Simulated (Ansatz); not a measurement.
# Is ZnCd in the Bh ordering a stable metal?

The plan: relax ZnCd in the Bh ordering, check its phonons, and, if the lattice is stable, compute its Eliashberg function and ρ(T).

Program: Ansatz 0.2.0. Level of theory: DFT PBE, scalar-relativistic, plane waves, PAW. Results are calculated unless marked as measured.

The structure was built from a prototype and need not be the compound's stable phase.

### 1. The starting structure

It takes space group P-6m2 (No. 187, hexagonal). Conventional cell: a = 2.962 Å, b = 2.962 Å, c = 4.836 Å, α = 90.00°, β = 90.00°, γ = 120.00°. Nearest to Cd lie 6 Cd at 2.96 Å and 6 Zn at 2.96 Å. Nearest to Zn lie 6 Zn at 2.96 Å and 6 Cd at 2.96 Å. Farther neighbours are not listed.

### 2. Relaxing cell and atoms

Lattice constant and positions set the bands and the force constants, so the cell is relaxed first.

Contents of input.yaml:

```yaml
crystal:
  lattice:
    - [2.96164, 0.0, 0.0]
    - [-1.48082, 2.56485, 0.0]
    - [0.0, 0.0, 4.83636]
  atoms:
    - { symbol: Cd, position: [0.33333333, 0.66666667, 0.25] }
    - { symbol: Zn, position: [0.66666667, 0.33333333, 0.75] }
kpoints:
  mp_grid: { grid: [12, 12, 6] }
hamiltonian:
  xc: pbe
scf:
  occupations: { method: gaussian, width: 0.1 }
output:
  forces: true
  stress: true
  eigenvalues: true
  write_density: true
  write_potential: true
  elf: true
  volumetric_format: npy
relax:
  adjacent_minimum: "off"
  f_tol: 0.005
  max_steps: 80
  cell: { stress_tol: 0.05 }
```

On the command line:

```sh
$ ansatz run input.yaml --threads 4 --pin off --max-ram 8192MiB --backend cpu --events-out ev --progress --plain --runs-dir out
```

Numbers of over 12 decimals in the logs are rounded to 6 here.

The log of the run:

```text
Engine: ansatz 0.2.0, x86_64-unknown-linux-gnu
Pseudopotentials: kind: paw
Pseudopotential: Cd, paw, valence charge 20, recommended cutoff 420 eV (normal), Cd.paw.azcp
Pseudopotential: Zn, paw, valence charge 12, recommended cutoff 420 eV (normal), Zn.paw.azcp
Functional definition: PBE
  parameter kappa = 0.804
  parameter beta = 0.066725
  exchange = pbe_x(kappa = kappa, mu = beta*pi^2/3)
  correlation = pbe_c(beta = beta)
Crystal: 2 atoms, lattice volume = 36.738 Å³
Basis set: ecut = 420 eV, 701 PW (Γ), exchange–correlation on 40×40×72 points (8 copies of the dense FFT grid, shifted against one another)
Bands: 20, of which v1, the nominal top of the filled ones, is band 16 counted from 1 (15 counted from 0)
Symmetry: 12 space group operations
Space group: P-6m2 (ITA 187), of the structure as read, at distance tolerance 3.3e-5 Å
k-points: 76 of 864 (time reversal used)
Non-local potential: Cd, projectors of the file, l = 0: 3, l = 1: 2, l = 2: 2, l = 3: 1
Non-local potential: Zn, projectors of the file, l = 0: 2, l = 1: 2, l = 2: 3, l = 3: 1
PAW form: soft (Blöchl's): semilocal exchange-correlation on the pseudo side does not see the compensation charge
PAW one-centre angular grid: Cd, 590 points (default); XC on 64 Gauss nodes
PAW one-centre angular grid: Zn, 590 points (default); XC on 64 Gauss nodes
Initial density: superposition of atomic densities (neutral atoms: chi_scale 0, normalization atom), corrected by the library's trained network
Initial wavefunctions: pseudopotential atomic-orbital guess
Functional: x = pbe(κ = 0.804, μ = 0.219515), c = pbe(β = 0.066725)
SCF iter   1: F=—  HF=-11573.284956 eV  |F-HF|=—  |Δ(HF+E_count)|=         —  Δρ=1.15e-3  dr2=4.47e-4  ethr=1.77e-3  ⟨swp⟩=5.4  Hψ=6451  notcnv=0
preconditioner: auto → Kerker (q_TF=auto, 2.666 Å⁻¹)  [metal: Δε(μ)=0.071 eV  Ē_g=12.922 eV  σ=0.100 eV  W_gap=0.37  n_scr=10 (ndim 8)  ℏωp=30.0 eV  f_vac=0.000  D(μ)=0.95/eV (n_scr^D=2)]
SCF iter   2: F=—  HF=-11573.285445 eV  |F-HF|=—  |Δ(HF+E_count)|=   4.89e-4  Δρ=6.02e-4  dr2=1.66e-4  ethr=1.40e-6  ⟨swp⟩=2.2  Hψ=3190  notcnv=0
SCF iter   3: F=—  HF=-11573.285472 eV  |F-HF|=—  |Δ(HF+E_count)|=   2.72e-5  Δρ=4.27e-4  dr2=9.47e-5  ethr=5.18e-7  ⟨swp⟩=2.0  Hψ=1924  notcnv=0
SCF iter   4: F=—  HF=-11573.285467 eV  |F-HF|=—  |Δ(HF+E_count)|=   5.04e-6  Δρ=9.65e-5  dr2=3.90e-6  ethr=2.96e-7  ⟨swp⟩=2.0  Hψ=2044  notcnv=0
SCF iter   5: F=—  HF=-11573.285467 eV  |F-HF|=—  |Δ(HF+E_count)|=   1.01e-7  Δρ=3.07e-5  dr2=5.49e-7  ethr=1.22e-8  ⟨swp⟩=2.1  Hψ=1950  notcnv=0
SCF iter   6: F=-11573.285467 eV  HF=-11573.285467 eV  |F-HF|=1.16e-9  |Δ(HF+E_count)|=   1.36e-7  Δρ=9.95e-6  dr2=3.24e-8  ethr=3.13e-10  ⟨swp⟩=6.3  Hψ=10017  notcnv=0
SCF 1 converged in 6 iterations: F = -11573.285467 eV  dr2 = 3.24e-8
  greatest PAW one-centre occupation: 1.000 electrons in one spin orbital (limit 2), on the Cd atom at site 0 (counted from 0), in its partial waves of l = 0
relax step   1: F+E_penalty+E_count = -11573.28546715 eV  Δ(F+E_penalty+E_count) = +0.000e0 eV  max|allowed force component| = 2.220e-16 eV/Å  Δτ_max = 0.0000 Å  P = +2.192 GPa  Ω = 36.738 Å³  (6 SCF iters, dr2 threshold 1.00e-7 eV, accepted)
Crystal: 2 atoms, lattice volume = 38.437 Å³
Basis set: ecut = 420 eV, 749 PW (Γ), exchange–correlation on 40×40×72 points (8 copies of the dense FFT grid, shifted against one another)
Initial density: handed on by an earlier stage of this run
Initial wavefunctions: those handed on with the density
iter 1 solved again at ethr=1.10e-5 eV; its pass at ethr=3.10e-3 eV (dr2=3.53e-3 eV) is discarded
SCF iter   1: F=—  HF=-11573.307109 eV  |F-HF|=—  |Δ(HF+E_count)|=         —  Δρ=3.05e-3  dr2=3.94e-3  ethr=1.10e-5  ⟨swp⟩=2.0  Hψ=9693  notcnv=0
preconditioner: auto → Kerker (q_TF=auto, 2.646 Å⁻¹)  [metal: Δε(μ)=0.082 eV  Ē_g=12.629 eV  σ=0.100 eV  W_gap=0.40  n_scr=10 (ndim 8)  ℏωp=29.3 eV  f_vac=0.000  D(μ)=0.60/eV (n_scr^D=2)]
SCF iter   2: F=—  HF=-11573.306240 eV  |F-HF|=—  |Δ(HF+E_count)|=   8.69e-4  Δρ=1.25e-3  dr2=1.02e-3  ethr=1.10e-5  ⟨swp⟩=2.6  Hψ=2551  notcnv=0
SCF iter   3: F=—  HF=-11573.306033 eV  |F-HF|=—  |Δ(HF+E_count)|=   2.07e-4  Δρ=9.31e-4  dr2=3.69e-4  ethr=3.19e-6  ⟨swp⟩=2.0  Hψ=1992  notcnv=0
SCF iter   4: F=—  HF=-11573.305935 eV  |F-HF|=—  |Δ(HF+E_count)|=   9.83e-5  Δρ=3.87e-4  dr2=6.00e-5  ethr=1.15e-6  ⟨swp⟩=2.1  Hψ=2054  notcnv=0
SCF iter   5: F=—  HF=-11573.305935 eV  |F-HF|=—  |Δ(HF+E_count)|=   3.14e-7  Δρ=1.29e-4  dr2=6.54e-6  ethr=1.88e-7  ⟨swp⟩=2.1  Hψ=2039  notcnv=0
SCF iter   6: F=—  HF=-11573.305934 eV  |F-HF|=—  |Δ(HF+E_count)|=   1.42e-6  Δρ=2.41e-5  dr2=3.60e-7  ethr=2.04e-8  ⟨swp⟩=2.0  Hψ=1952  notcnv=0
SCF iter   7: F=-11573.305934 eV  HF=-11573.305934 eV  |F-HF|=1.78e-8  |Δ(HF+E_count)|=   5.71e-8  Δρ=9.26e-6  dr2=3.33e-8  ethr=6.25e-10  ⟨swp⟩=9.9  Hψ=11461  notcnv=0
SCF 2 converged in 7 iterations: F = -11573.305934 eV  dr2 = 3.33e-8
relax step   2: F+E_penalty+E_count = -11573.30593363 eV  Δ(F+E_penalty+E_count) = -2.047e-2 eV  max|allowed force component| = 9.252e-17 eV/Å  Δτ_max = 0.0000 Å  P = -0.458 GPa  Ω = 38.437 Å³  energy of the carried Pulay correction = -8.206e-4 eV  (7 SCF iters, dr2 threshold 2.00e-7 eV, accepted)
Crystal: 2 atoms, lattice volume = 38.260 Å³
Basis set: ecut = 420 eV, 747 PW (Γ), exchange–correlation on 40×40×72 points (8 copies of the dense FFT grid, shifted against one another)
iter 1 solved again at ethr=2.79e-7 eV; its pass at ethr=3.10e-3 eV (dr2=8.91e-5 eV) is discarded
SCF iter   1: F=—  HF=-11573.308164 eV  |F-HF|=—  |Δ(HF+E_count)|=         —  Δρ=4.83e-4  dr2=9.17e-5  ethr=2.79e-7  ⟨swp⟩=3.0  Hψ=10050  notcnv=0
preconditioner: auto → none  [insulator: Δε(μ)=0.112 eV  Ē_g=12.598 eV  σ=0.100 eV  W_gap=0.57  n_scr=10 (ndim 8)  ℏωp=29.4 eV  f_vac=0.000  D(μ)=0.47/eV (n_scr^D=2)  ε∞_Penn≈6.5]
SCF iter   2: F=—  HF=-11573.308149 eV  |F-HF|=—  |Δ(HF+E_count)|=   1.49e-5  Δρ=2.30e-4  dr2=1.36e-5  ethr=2.79e-7  ⟨swp⟩=2.0  Hψ=2383  notcnv=0
SCF iter   3: F=—  HF=-11573.308147 eV  |F-HF|=—  |Δ(HF+E_count)|=   1.97e-6  Δρ=1.07e-4  dr2=3.84e-6  ethr=4.24e-8  ⟨swp⟩=2.0  Hψ=2399  notcnv=0
SCF iter   4: F=—  HF=-11573.308147 eV  |F-HF|=—  |Δ(HF+E_count)|=   7.37e-8  Δρ=4.35e-5  dr2=6.74e-7  ethr=1.20e-8  ⟨swp⟩=2.0  Hψ=2034  notcnv=0
SCF iter   5: F=-11573.308147 eV  HF=-11573.308147 eV  |F-HF|=6.51e-9  |Δ(HF+E_count)|=   1.93e-7  Δρ=1.05e-5  dr2=1.85e-8  ethr=6.25e-10  ⟨swp⟩=10.6  Hψ=12300  notcnv=0
SCF 3 converged in 5 iterations: F = -11573.308147 eV  dr2 = 1.85e-8
relax step   3: F+E_penalty+E_count = -11573.30814721 eV  Δ(F+E_penalty+E_count) = -2.214e-3 eV  max|allowed force component| = 1.018e-16 eV/Å  Δτ_max = 0.0000 Å  P = -0.282 GPa  Ω = 38.260 Å³  energy of the carried Pulay correction = -7.339e-4 eV  (5 SCF iters, dr2 threshold 2.00e-7 eV, accepted)
[...]
relax step   4: F+E_penalty+E_count = -11573.31049388 eV  Δ(F+E_penalty+E_count) = -2.347e-3 eV  max|allowed force component| = 1.665e-16 eV/Å  Δτ_max = 0.0000 Å  P = +0.268 GPa  Ω = 37.883 Å³  energy of the carried Pulay correction = -5.473e-4 eV  (5 SCF iters, dr2 threshold 2.00e-7 eV, accepted)
[...]
relax step   5: F+E_penalty+E_count = -11573.31095808 eV  Δ(F+E_penalty+E_count) = -4.642e-4 eV  max|allowed force component| = 1.758e-16 eV/Å  Δτ_max = 0.0000 Å  P = +0.009 GPa  Ω = 38.030 Å³  energy of the carried Pulay correction = -6.200e-4 eV  (5 SCF iters, dr2 threshold 2.00e-7 eV, accepted)
[...]
relax step   6: F+E_penalty+E_count = -11573.31102371 eV  Δ(F+E_penalty+E_count) = -6.563e-5 eV  max|allowed force component| = 8.789e-17 eV/Å  Δτ_max = 0.0000 Å  P = +0.017 GPa  Ω = 38.040 Å³  energy of the carried Pulay correction = -6.241e-4 eV  (4 SCF iters, dr2 threshold 1.02e-7 eV, accepted)
[...]
relax step   7: F+E_penalty+E_count = -11573.31102840 eV  Δ(F+E_penalty+E_count) = -4.686e-6 eV  max|allowed force component| = 8.789e-17 eV/Å  Δτ_max = 0.0000 Å  P = +0.002 GPa  Ω = 38.047 Å³  energy of the carried Pulay correction = -6.276e-4 eV  (3 SCF iters, dr2 threshold 1.76e-8 eV, accepted)
Basis set: ecut = 420 eV, 735 PW (Γ), exchange–correlation on 48×48×64 points (8 copies of the dense FFT grid, shifted against one another)
Initial wavefunctions: pseudopotential atomic-orbital guess (no wavefunctions were taken with the density)
iter 1 solved again at ethr=1.91e-8 eV; its pass at ethr=3.10e-3 eV (dr2=6.12e-6 eV) is discarded
SCF iter   1: F=—  HF=-11573.311039 eV  |F-HF|=—  |Δ(HF+E_count)|=         —  Δρ=5.43e-4  dr2=3.24e-6  ethr=1.91e-8  ⟨swp⟩=3.2  Hψ=10944  notcnv=0
SCF iter   2: F=—  HF=-11573.311415 eV  |F-HF|=—  |Δ(HF+E_count)|=   3.75e-4  Δρ=2.74e-4  dr2=1.10e-6  ethr=1.01e-8  ⟨swp⟩=2.1  Hψ=2027  notcnv=0
SCF iter   3: F=—  HF=-11573.311538 eV  |F-HF|=—  |Δ(HF+E_count)|=   1.24e-4  Δρ=6.59e-5  dr2=6.83e-7  ethr=3.45e-9  ⟨swp⟩=2.0  Hψ=2070  notcnv=0
SCF iter   4: F=—  HF=-11573.311541 eV  |F-HF|=—  |Δ(HF+E_count)|=   2.61e-6  Δρ=1.31e-5  dr2=7.63e-9  ethr=2.14e-9  ⟨swp⟩=2.0  Hψ=2035  notcnv=0
SCF iter   5: F=—  HF=-11573.311541 eV  |F-HF|=—  |Δ(HF+E_count)|=   2.29e-7  Δρ=4.80e-6  dr2=9.23e-10  ethr=2.38e-11  ⟨swp⟩=2.0  Hψ=2428  notcnv=0
SCF iter   6: F=—  HF=-11573.311541 eV  |F-HF|=—  |Δ(HF+E_count)|=   3.41e-8  Δρ=7.24e-7  dr2=6.65e-11  ethr=2.88e-12  ⟨swp⟩=2.8  Hψ=2502  notcnv=0
SCF iter   7: F=-11573.311541 eV  HF=-11573.311541 eV  |F-HF|=1.09e-11  |Δ(HF+E_count)|=  5.86e-10  Δρ=1.51e-7  dr2=4.50e-12  ethr=1.00e-12  ⟨swp⟩=5.1  Hψ=6201  notcnv=0
SCF 8 converged in 7 iterations: F = -11573.311541 eV  dr2 = 4.50e-12
relax step   8: F+E_penalty+E_count = -11573.31154118 eV  Δ(F+E_penalty+E_count) = -5.128e-4 eV  max|allowed force component| = 1.064e-16 eV/Å  Δτ_max = 0.0000 Å  P = -0.011 GPa  Ω = 38.047 Å³  stress off target by 1.50e-2 GPa  SCF on the basis re-selected at this cell (its energy is not comparable with the rows above)  (7 SCF iters)
basis re-selected at this cell: Δ(F+E_penalty+E_count) = -5.128e-4 eV, ΔP = -0.013 GPa vs the last step (what re-selecting the basis moved, of the pressure what is left beyond the Pulay correction that the steps carried, after the strain that the cell walked since its last selection, with what the two solves' SCF thresholds leave and, on support functions, any second-order correction that the steps lacked; it is no measure of the basis error at this ecutwfc). The dense FFT grid was sized anew with the basis: this SCF ran on 24×24×32 points, the steps before it on 20×20×36, so part of this shift can come from that change (see relax.cell in the input reference). [rest of the remark cut]
SCF converged after 7 iterations
Free energy (F): -11573.311541 eV
Harris-Foulkes:  -11573.311541 eV  (|F-HF|=1.09e-11)
Internal energy: -11573.310182 eV  (E = F + TS)
E sigma→0 (E₀):  -11573.310861 eV
Entropy (-TS):   -0.001360 eV (-0.680 meV/atom)
Fermi energy:    12.637034 eV
--- Per-component energies (eV) ---
  E_band       = -365.470469
  E_kinetic    = 635.004262
  E_local      = -4635.884944  (includes V_loc(G=0)·N_el)
  E_nonlocal   = 643.847751
  E_hartree    = 2098.667845
  E_xc         = -314.262707
  E_vxc        = -274.006775  (∫ρ·V_xc dr)
  E_paw        = -5907.869053  (= ΣΔE_a)
  E_vpaw       = -931.766147  (= ΣTr[D̂ρ^β])
  E_aug_tail   = -0.000349  (compensation charges beyond the density's cutoff)
  E_ewald      = -4092.812987
  E_smearing   = -0.001360  (= −TS)
  E_closure    = 0.000000  (closes the sum)
  Σ components = -11573.311541   (vs F -11573.311541, Δ=0.00e0)
--- Forces (eV/Å), atoms counted from 1 ---
  atom   1  Cd     0.00000000    -0.00000000     0.00000000
  atom   2  Zn    -0.00000000     0.00000000    -0.00000000
  max |Σ_I F_I| component: 5.55e-17 eV/Å
--- Stress (GPa, compression-positive) ---
       -0.014956       0.000000       0.000000
        0.000000      -0.014956       0.000000
        0.000000       0.000000      -0.001805
  P = ⅓ Tr σ = -0.0106 GPa (-0.106 kbar)
--- Band table (eV; the first three rows and the last of 76) ---
  k-point 0: bands = [... 12 lower, 5.3193, 5.5287, 5.5287, 10.5451, 12.0989, 24.3755, 24.3755, 25.6104]
  k-point 1: bands = [... 12 lower, 5.3274, 5.5270, 5.5270, 8.8422, 14.1700, 24.5198, 24.5198, 25.6300]
  k-point 2: bands = [... 12 lower, 5.3482, 5.5195, 5.5195, 6.9354, 17.1786, 24.0551, 24.8442, 24.8442]
  k-point 75: bands = [... 12 lower, 5.3979, 5.5358, 12.7223, 12.9606, 12.9760, 13.8004, 14.0891, 14.2847]
--- Relaxed structure (7 steps of the walk, 7 accepted, 1 SCFs on fresh bases) ---
  F+E_penalty+E_count = -11573.31154118 eV   max|allowed force component| = 1.064e-16 eV/Å   (the final SCF, on the basis selected at the relaxed cell)
  cell:  # Å, volume = 38.0467 Å³
    - [3.066157, 0.0, 0.0]
    - [-1.533078, 2.655370, 0.0]
    - [0.0, 0.0, 4.673018]
  atoms:
    - { symbol: Cd, position: [0.333333, 0.666667, 0.25] }
    - { symbol: Zn, position: [0.666667, 0.333333, 0.750000] }
```

Run time: 8.3 s. Hardware: 4 threads of Intel Xeon Platinum 8488C (Sapphire Rapids), shared host; peak memory 0.48 GiB; 30 s of CPU time.

Relaxation path:

| step | energy less that of the first step (eV) | largest force component (eV/Å) | pressure (GPa) | volume (Å³) |
| --- | --- | --- | --- | --- |
| 1 | 0.0000 | 0.0000 | 2.19 | 36.74 |
| 2 | -0.0205 | 0.0000 | -0.46 | 38.44 |
| 3 | -0.0227 | 0.0000 | -0.28 | 38.26 |
| 4 | -0.0250 | 0.0000 | 0.27 | 37.88 |
| 5 | -0.0255 | 0.0000 | 0.01 | 38.03 |
| 6 | -0.0256 | 0.0000 | 0.02 | 38.04 |
| 7 | -0.0256 | 0.0000 | 0.00 | 38.05 |
| 8* | -0.0261 | 0.0000 | -0.01 | 38.05 |

Relaxation steps marked * repeat the geometry before them on a plane-wave basis chosen anew for their cell, so energy and pressure can jump there.

The run keeps the 12 symmetry operations that it works with, so distortions that break them were not tested.

| conventional cell, symmetrised | before | after | change |
| --- | --- | --- | --- |
| a (Å) | 2.962 | 3.066 | +3.5 % |
| b (Å) | 2.962 | 3.066 | +3.5 % |
| c (Å) | 4.836 | 4.673 | -3.4 % |
| volume (Å³/atom) | 18.37 | 19.02 | +3.6 % |

The relaxed structure:

```xyz
2
Lattice="3.0662 0.0000 0.0000 -1.5331 2.6554 0.0000 0.0000 0.0000 4.6730" Properties=species:S:1:pos:R:3 pbc="T T T"
Cd    0.0000    1.7702    1.1683
Zn    1.5331    0.8851    3.5048
```

This step gave:

| Property | Result |
| --- | --- |
| pressure | -0.01057 GPa |
| volume per atom | 19.02 Å³ |
| metallic on mesh | yes |
| gap on the k-mesh | 0 eV |

Valence density in the ac plane at fractional y = 0.333, with atoms of Zn within 0.2 Å of it. It is the smooth field of the valence electrons, not physical close to the nuclei.

Values in e/Å³, 21 rows by 16 columns, each cell a mean:
```
 0  0  0  0  0  0  0  0  0  0  0  0  0  0  0  0
 0  0  0  0  0  0  0  0  0  1  1  1  1  1  0  0
 0  0  0  0  0  0  0  1  1  2  4  4  3  1  1  0
 0  0  0  0  0  0  0  1  2  7 16 17 10  3  1  0
 0  0  0  0  0  0  0  1  4 13 31 35 18  5  1  1
 0  0  0  0  0  0  0  1  3 12 27 30 16  5  1  1
 0  0  0  0  0  0  0  1  2  5 10 11  6  2  1  0
 0  0  0  0  0  0  0  0  1  1  2  2  1  1  0  0
 0  0  0  0  0  0  0  0  0  1  1  1  1  0  0  0
 0  0  0  0  0  0  0  0  0  0  0  0  0  0  0  0
 0  0  0  0  0  0  0  0  0  0  0  0  0  0  0  0
 0  0  0  0  0  0  0  0  0  0  0  0  0  0  0  0
 0  0  0  0  0  0  0  0  0  0  0  0  0  0  0  0
 0  1  1  1  1  0  0  0  0  0  0  0  0  0  0  0
 0  1  1  1  1  1  0  0  0  0  0  0  0  0  0  0
 1  1  1  1  1  1  0  0  0  0  0  0  0  0  0  0
 0  1  1  1  1  1  0  0  0  0  0  0  0  0  0  0
 0  0  1  1  1  0  0  0  0  0  0  0  0  0  0  0
 0  0  0  0  0  0  0  0  0  0  0  0  0  0  0  0
 0  0  0  0  0  0  0  0  0  0  0  0  0  0  0  0
 0  0  0  0  0  0  0  0  0  0  0  0  0  0  0  0
```
Columns run along a (3.1 Å), rows up along c (4.7 Å). Atoms in or near the plane, at fractional coordinates: Zn at (0.67, 0.75).

ELF in the ac plane at fractional y = 0.333, with atoms of Zn within 0.2 Å of it. It is the smooth field of the valence electrons, not physical close to the nuclei.

Ten even steps from '_' (0.00) to '@' (0.33):
```
################**************##
##%%####%%##********++++++******
**##%%%%##******++--::::--==****
++########****++--..______::==**
++**######++**==..__________--++
++**####**++**==..__________--++
++**######++**==..__________--++
++########****++--..______::==**
**##%%%%##******++--::::--==****
##%%####%%##********++++++******
################**************##
##********####%%%%##########%%%%
****++++++**##%%%%@@@@@@@@@@%%##
++++++++++++**##%%@@@@@@@@%%##**
++++******++++**##%%@@@@%%##**++
++########**++++**##%%%%%%**++++
**##%%@@%%##**++**##%%%%##**++++
**%%@@@@%%##**++**####%%##**++++
**##%%@@%%##**++**##%%%%##**++++
++########**++++**##%%%%%%**++++
++++******++++**##%%@@@@%%##**++
++++++++++++**##%%@@@@@@@@%%##**
****++++++**##%%%%@@@@@@@@@@%%##
##********####%%%%##########%%%%
```
Columns run along a (3.1 Å), rows up along c (4.7 Å). Atoms in or near the plane, at fractional coordinates: Zn at (0.67, 0.75).

Electrostatic potential energy in the ac plane at fractional y = 0.333, with atoms of Zn within 0.2 Å of it. With pseudopotentials it is smooth inside the atoms' cores, unlike the true potential.

Ten even steps from '_' (-29 eV) to '@' (14 eV):
```
@@@@@@@@@@@@@@@@@@%%%%##%%%%@@@@
@@@@@@@@@@@@@@%%##++====++**%%@@
@@@@@@@@@@@@%%**==::::::::--**%%
@@@@@@@@@@@@##==::..______::==##
%%@@@@@@@@@@**--..________..--++
%%@@@@@@@@@@**--..__________::++
%%@@@@@@@@@@**--..________..--++
@@@@@@@@@@@@##==::..______::==##
@@@@@@@@@@@@%%**==::::::::--**%%
@@@@@@@@@@@@@@%%##++====++**%%@@
@@@@@@@@@@@@@@@@@@%%%%##%%%%@@@@
@@@@@@@@@@@@@@@@@@@@@@@@@@@@@@@@
@@@@@@@@@@@@@@@@@@@@@@@@@@@@@@@@
@@@@%%%%%%@@@@@@@@@@@@@@@@@@@@@@
%%%%####%%%%@@@@@@@@@@@@@@@@@@@@
%%##****####%%@@@@@@@@@@@@@@@@%%
##****++**##%%%%@@@@@@@@@@@@@@%%
##**++++****##%%@@@@@@@@@@@@@@%%
##****++**##%%%%@@@@@@@@@@@@@@%%
%%##****####%%@@@@@@@@@@@@@@@@%%
%%%%####%%%%@@@@@@@@@@@@@@@@@@@@
@@@@%%%%%%@@@@@@@@@@@@@@@@@@@@@@
@@@@@@@@@@@@@@@@@@@@@@@@@@@@@@@@
@@@@@@@@@@@@@@@@@@@@@@@@@@@@@@@@
```
Columns run along a (3.1 Å; values clipped at the 3rd and 97th percentile), rows up along c (4.7 Å). Atoms in or near the plane, at fractional coordinates: Zn at (0.67, 0.75).

The largest force is now zero by symmetry and the largest stress component 0.015 GPa.

(Part 1 of 3 ends here.)

[Logs are printed without paths, hosts, clocks, repeated set-up lines and the standing remarks that a program may print on its own settings, such as how far it seeks lower states.]

[Hosts, paths, dates, database ids (printed as entryN), source tags and the programs' standing remarks are cut or masked in the printed files.]
